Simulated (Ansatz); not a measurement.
# A hypothetical structure for ScW, part 2 of 2

Starting from a made-up structure for ScW, the aim is the relaxed cell, its shortest contacts and, where a second run follows, its electronic structure.

Ansatz 0.2.0; DFT, PBEsol, plane-wave PAW, files of the set soft_1, scalar-relativistic, no spin, cell and ions relaxed at zero pressure; PAW set soft_1 (the session's first sound run).

So far: The starting structure; Relaxation of the guess.

**3. Electronic structure of the relaxed cell**

With the geometry fixed, one more self-consistent run, with a narrower smearing and the mesh shown in its input, gives the bands, and its pressure, and its forces where symmetry allows any, show how far the geometry depends on these settings.

This step: DFT, PBEsol, plane-wave PAW, files of the set soft_1, scalar-relativistic, no spin, bands and density of states at the relaxed cell; PAW set soft_1 (Ansatz 0.2.0).

The input, input.yaml:

```yaml
crystal:
  lattice:
    - [4.8078769909, 0.0, 0.0]
    - [0.0, 4.4068413835, 0.0]
    - [0.0, 0.0, 6.7623435993]
  atoms:
    - { symbol: W, position: [0.9999065973, 0.75, 0.3930729701] }
    - { symbol: W, position: [0.4999065973, 0.75, 0.1069270299] }
    - { symbol: W, position: [9.34027e-05, 0.25, 0.6069270299] }
    - { symbol: W, position: [0.5000934027, 0.25, 0.8930729701] }
    - { symbol: Sc, position: [0.9995860871, 0.75, 0.8634454566] }
    - { symbol: Sc, position: [0.4995860871, 0.75, 0.6365545434] }
    - { symbol: Sc, position: [0.0004139129, 0.25, 0.1365545434] }
    - { symbol: Sc, position: [0.5004139129, 0.25, 0.3634454566] }
kpoints:
  mp_grid: { grid: [6, 8, 6] }
  band_path:
    path:
      - [[0.0, 0.0, 0.0], [0.0, -0.5, 0.0], [-0.5, -0.5, 0.0], [-0.5, 0.0, 0.0], [0.0, 0.0, 0.0], [0.0, 0.0, -0.5], [0.0, -0.5, -0.5], [-0.5, -0.5, -0.5], [-0.5, 0.0, -0.5], [0.0, 0.0, -0.5]]
      - [[-0.5, 0.0, 0.0], [-0.5, 0.0, -0.5]]
      - [[0.0, -0.5, -0.5], [0.0, -0.5, 0.0]]
      - [[-0.5, -0.5, 0.0], [-0.5, -0.5, -0.5]]
    npoints: 6
scf:
  occupations: { method: fermi_dirac, width: 0.03 }
  n_extra_bands: 12
hamiltonian:
  xc: pbesol
  pseudopotentials: { kind: paw, azcp: { folder: soft_1 }, xc_functional: pbe }
output:
  forces: true
  stress: true
  write_bands: true
  dos: { projected: true }
  write_density: true
  write_potential: true
  elf: true
  volumetric_format: npy
```

Started as:

```console
> ansatz run input.yaml --threads 4 --pin off --max-ram 10240MiB --backend cpu --events-out ev --progress --plain --runs-dir out
```

Numbers of over 12 decimals in the logs are rounded to 6 here.

Log:

```text
[...]
Crystal: 8 atoms, lattice volume = 143.278 Å³
Basis set: ecut = 420 eV, 2813 PW (Γ), exchange–correlation on 72×60×96 points (8 copies of the dense FFT grid, shifted against one another)
Bands: 62, of which v1, the nominal top of the filled ones, is band 50 counted from 1 (49 counted from 0)
Symmetry: 8 space group operations
[...]
k-points: 80 of 288
[...]
SCF iter   1: F=—  HF=-49483.924023 eV  |F-HF|=—  |Δ(HF+E_count)|=         —  Δρ=1.54e-1  dr2=8.69e1  ethr=3.10e-3  ⟨swp⟩=5.7  Hψ=17818  notcnv=0
[...]
SCF iter   9: F=-49474.164378 eV  HF=-49474.164378 eV  |F-HF|=4.75e-8  |Δ(HF+E_count)|=   3.16e-7  Δρ=4.54e-6  dr2=5.50e-8  ethr=1.00e-10  ⟨swp⟩=15.0  Hψ=34276  notcnv=0
SCF 1 converged in 9 iterations: F = -49474.164378 eV  dr2 = 5.50e-8
[...]
NSCF: frozen V_eff on 76 k-points
SCF converged after 9 iterations
Free energy (F): -49474.164378 eV
[...]
Internal energy: -49474.144931 eV  (E = F + TS)
E sigma→0 (E₀):  -49474.154654 eV
Entropy (-TS):   -0.019446 eV (-2.431 meV/atom)
Fermi energy:    15.955182 eV
[...]
--- Forces (eV/Å), atoms counted from 1 ---
  atom   1  W     -0.00013713     0.00000000    -0.00786945
  atom   2  W     -0.00013713     0.00000000     0.00786945
  atom   3  W      0.00013713     0.00000000     0.00786945
  atom   4  W      0.00013713     0.00000000    -0.00786945
  atom   5  Sc     0.00176623     0.00000000    -0.01760653
  atom   6  Sc     0.00176623     0.00000000     0.01760653
  atom   7  Sc    -0.00176623     0.00000000     0.01760653
  atom   8  Sc    -0.00176623     0.00000000    -0.01760653
  max |Σ_I F_I| component: 3.47e-18 eV/Å
--- Stress (GPa, compression-positive) ---
       -0.135652       0.000000       0.000000
        0.000000       0.583026       0.000000
        0.000000       0.000000      -0.097835
  P = ⅓ Tr σ = 0.1165 GPa (1.165 kbar)
--- Band table (eV; the first three rows and the last of 80) ---
  k-point 0: bands = [... 46 lower, 14.7643, 15.0301, 15.5369, 16.5523, 16.7672, 16.9694, 17.0026, 17.0395, ... 8 higher]
  k-point 1: bands = [... 46 lower, 14.7932, 15.2737, 15.9780, 16.5068, 16.6024, 16.7094, 17.0281, 17.2059, ... 8 higher]
  k-point 2: bands = [... 46 lower, 15.1398, 15.6426, 16.0653, 16.3475, 16.7253, 16.7722, 17.1337, 17.3497, ... 8 higher]
  k-point 79: bands = [... 46 lower, 15.2480, 15.2480, 15.7734, 15.7734, 15.7734, 15.7734, 16.6789, 16.6789, ... 8 higher]
```

Run time: 26 s. Hardware: 4 threads of Arm Neoverse V1, shared host; peak memory 0.92 GiB; 100 s of CPU time.

Reading the cycles: dr2 is the Hartree energy of the density residual (eV), the measure of convergence; HF is the Harris–Foulkes estimate of the energy, which meets the free energy F at convergence.

Numbers from this step:

```yaml
free_energy: -49474.1644 eV
energy_at_zero_smearing: -49474.1547 eV
smearing_term_ts: 0.01945 eV
fermi_energy: 15.96 eV
pressure: 0.1165 GPa
```

bands.tsv at the labelled points (eV, zero at the Fermi level; the bands that come nearest the Fermi level along the path):

| point | band 47 | band 48 | band 49 | band 50 | band 51 | band 52 | band 53 | band 54 |
| --- | --- | --- | --- | --- | --- | --- | --- | --- |
| Γ | -1.19 | -0.93 | -0.42 | 0.60 | 0.81 | 1.01 | 1.05 | 1.08 |
| X | -0.87 | -0.87 | -0.61 | -0.61 | 0.48 | 0.48 | 0.76 | 0.76 |
| S | -0.71 | -0.71 | 0.99 | 0.99 | 0.99 | 0.99 | 1.18 | 1.18 |
| Y | -0.91 | -0.91 | -0.28 | -0.28 | -0.25 | -0.25 | -0.05 | -0.05 |
| Γ | -1.19 | -0.93 | -0.42 | 0.60 | 0.81 | 1.01 | 1.05 | 1.08 |
| Z | -0.37 | -0.37 | 0.05 | 0.05 | 1.14 | 1.14 | 1.40 | 1.40 |
| U | -1.40 | -1.40 | -0.93 | -0.93 | 0.17 | 0.17 | 0.33 | 0.33 |
| R | -0.71 | -0.71 | -0.18 | -0.18 | -0.18 | -0.18 | 0.72 | 0.72 |
| T | -1.25 | -1.25 | -0.55 | -0.55 | -0.44 | -0.44 | -0.44 | -0.44 |
| Z | -0.37 | -0.37 | 0.05 | 0.05 | 1.14 | 1.14 | 1.40 | 1.40 |
| Y | -0.91 | -0.91 | -0.28 | -0.28 | -0.25 | -0.25 | -0.05 | -0.05 |
| T | -1.25 | -1.25 | -0.55 | -0.55 | -0.44 | -0.44 | -0.44 | -0.44 |
| U | -1.40 | -1.40 | -0.93 | -0.93 | 0.17 | 0.17 | 0.33 | 0.33 |
| X | -0.87 | -0.87 | -0.61 | -0.61 | 0.48 | 0.48 | 0.76 | 0.76 |
| S | -0.71 | -0.71 | 0.99 | 0.99 | 0.99 | 0.99 | 1.18 | 1.18 |
| R | -0.71 | -0.71 | -0.18 | -0.18 | -0.18 | -0.18 | 0.72 | 0.72 |

States per cell as run, both spins, in windows of 1 eV, from dos.tsv (zero at the Fermi level):

```csv
from,to,total
-8,-7,0.00
-7,-6,0.48
-6,-5,1.19
-5,-4,2.22
-4,-3,5.33
-3,-2,8.60
-2,-1,10.60
-1,0,7.59
0,1,9.42
1,2,4.93
```

A further 64.0 states lie below the table's range.

Electrostatic potential energy in the ac plane at fractional y = 0.250, with atoms of W and Sc within 0.2 Å of it. With pseudopotentials it is smooth inside the atoms' cores, unlike the true potential.

Ten even steps from '_' (-37 eV) to '@' (18 eV), each cell a mean:
```
@@@@@@@@##--......++%%@@@@@@
@@@@@@@@**::......--%%@@@@@@
@@@@@@@@**::......==%%@@@@@@
@@@@@@@@%%++::::--**@@@@@@@@
**##%%@@@@%%****##%%@@@@%%**
..--**%%@@@@@@@@@@@@@@%%==::
....==%%@@@@@@@@@@@@@@**::..
....--##@@@@@@@@@@@@@@**::..
..::++%%@@@@@@%%@@@@@@##--..
==++%%@@@@##**++**%%@@%%##++
%%@@@@@@%%++::..--**%%@@@@%%
@@@@@@@@##--______++%%@@@@@@
@@@@@@@@##--____..++%%@@@@@@
####%%@@%%**--::==##%%@@%%##
::==##%%@@%%####%%%%@@%%**--
__..++%%@@@@@@@@@@@@@@##--__
__..++%%@@@@@@@@@@@@@@##--__
..--**%%@@@@%%%%%%@@@@%%++::
**##%%@@%%**====++%%@@@@%%**
```
Columns run along a (4.8 Å; values clipped at the 3rd and 97th percentile), rows up along c (6.8 Å). Atoms in or near the plane, at fractional coordinates: W at (0.00, 0.61), W at (0.50, 0.89), Sc at (0.00, 0.14), Sc at (0.50, 0.36).

Valence density in the ac plane at fractional y = 0.250, with atoms of W and Sc within 0.2 Å of it. It is the smooth field of the valence electrons, not physical close to the nuclei.

Ten even steps from '0' (0.1 e/Å³) to '9' (8.0 e/Å³), each cell a mean:
```
00000256410000
00000466620000
00000366510000
00000134200000
00000000000000
42000000000013
65200000000036
66200000000036
53100000000025
11000001000001
00000145300000
00000389610000
00000278510000
00000023200000
42000000000013
95100000000027
96100000000038
53000000000014
10000011100000
```
Columns run along a (4.8 Å), rows up along c (6.8 Å). Atoms in or near the plane, at fractional coordinates: W at (0.00, 0.61), W at (0.50, 0.89), Sc at (0.00, 0.14), Sc at (0.50, 0.36).

ELF in the ac plane at fractional y = 0.250, with atoms of W and Sc within 0.2 Å of it. It is the smooth field of the valence electrons, not physical close to the nuclei.

Values, 19 rows by 14 columns, each cell a mean:
```
0.13 0.17 0.28 0.29 0.26 0.57 0.65 0.61 0.66 0.42 0.24 0.31 0.23 0.14
0.38 0.45 0.48 0.33 0.35 0.68 0.44 0.24 0.62 0.56 0.28 0.41 0.49 0.41
0.43 0.50 0.53 0.38 0.33 0.63 0.54 0.42 0.64 0.51 0.30 0.46 0.54 0.47
0.24 0.31 0.44 0.43 0.28 0.42 0.59 0.62 0.54 0.32 0.34 0.47 0.39 0.26
0.27 0.23 0.28 0.42 0.37 0.23 0.24 0.26 0.23 0.28 0.43 0.36 0.23 0.25
0.64 0.56 0.34 0.33 0.48 0.40 0.28 0.25 0.32 0.46 0.43 0.29 0.43 0.62
0.38 0.63 0.52 0.29 0.46 0.54 0.47 0.45 0.51 0.54 0.36 0.35 0.63 0.53
0.25 0.62 0.56 0.28 0.41 0.48 0.39 0.36 0.43 0.48 0.32 0.36 0.66 0.47
0.61 0.64 0.41 0.24 0.31 0.22 0.15 0.14 0.16 0.27 0.28 0.27 0.54 0.65
0.40 0.32 0.23 0.25 0.17 0.18 0.39 0.46 0.31 0.14 0.22 0.24 0.26 0.37
0.24 0.29 0.36 0.27 0.16 0.49 0.61 0.59 0.61 0.32 0.17 0.34 0.33 0.26
0.41 0.46 0.46 0.24 0.25 0.63 0.37 0.19 0.54 0.51 0.16 0.35 0.49 0.44
0.25 0.29 0.30 0.16 0.21 0.63 0.47 0.32 0.60 0.48 0.12 0.23 0.31 0.27
0.27 0.18 0.10 0.07 0.09 0.40 0.61 0.63 0.57 0.23 0.07 0.09 0.12 0.23
0.64 0.58 0.25 0.07 0.09 0.12 0.21 0.25 0.17 0.10 0.08 0.10 0.41 0.63
0.28 0.60 0.49 0.13 0.24 0.33 0.29 0.27 0.31 0.33 0.16 0.24 0.62 0.46
0.19 0.55 0.49 0.17 0.36 0.48 0.43 0.41 0.45 0.47 0.23 0.26 0.61 0.39
0.60 0.59 0.31 0.17 0.34 0.32 0.26 0.24 0.27 0.35 0.26 0.18 0.46 0.62
0.45 0.28 0.14 0.22 0.24 0.26 0.38 0.42 0.34 0.23 0.25 0.17 0.17 0.37
```
Columns run along a (4.8 Å), rows up along c (6.8 Å). Atoms in or near the plane, at fractional coordinates: W at (0.00, 0.61), W at (0.50, 0.89), Sc at (0.00, 0.14), Sc at (0.50, 0.36).

**4. Results**

| Item | Value |
| --- | --- |
| space group, relaxed | Imma |
| conventional cell | a = 4.407, b = 4.808, c = 6.762 Å; α = 90.0°, β = 90.0°, γ = 90.0° |
| volume per atom | 17.91 Å³ (guess 21.50) |

In words: ScW relaxes to Imma with a = 4.407, b = 4.808 and c = 6.762 Å. The guessed volume was 20 % too large. The symmetry rose from Pnma to Imma, so the distortion of the structure type doesn't survive with these elements. Bands cross the Fermi level, so it is a metal or semimetal at this level. On the 6×8×6 mesh with the narrower smearing (relaxed on 4×6×5) the largest force component is 0.018 eV/Å and the largest stress component is 0.583 GPa, against the relaxation's thresholds of 0.015 eV/Å and 0.05 GPa. The cutoff wasn't tested. A vector of the cell changed its length by 32 %, so the starting arrangement is largely lost and the mesh was laid for another shape. Spin-orbit coupling is left out, which can matter for elements this heavy. No dispersion term is used, so weakly bound directions may come out too long. The runs have no spin, and magnetism wasn't tested. Nothing here tests whether the compound is stable against decomposition.

[Logs are printed without paths, hosts, clocks, repeated set-up lines and the standing remarks that a program may print on its own settings, such as how far it seeks lower states.]

[Hosts, paths, dates, database ids (printed as entryN), source tags and the programs' standing remarks are cut or masked in the printed files.]
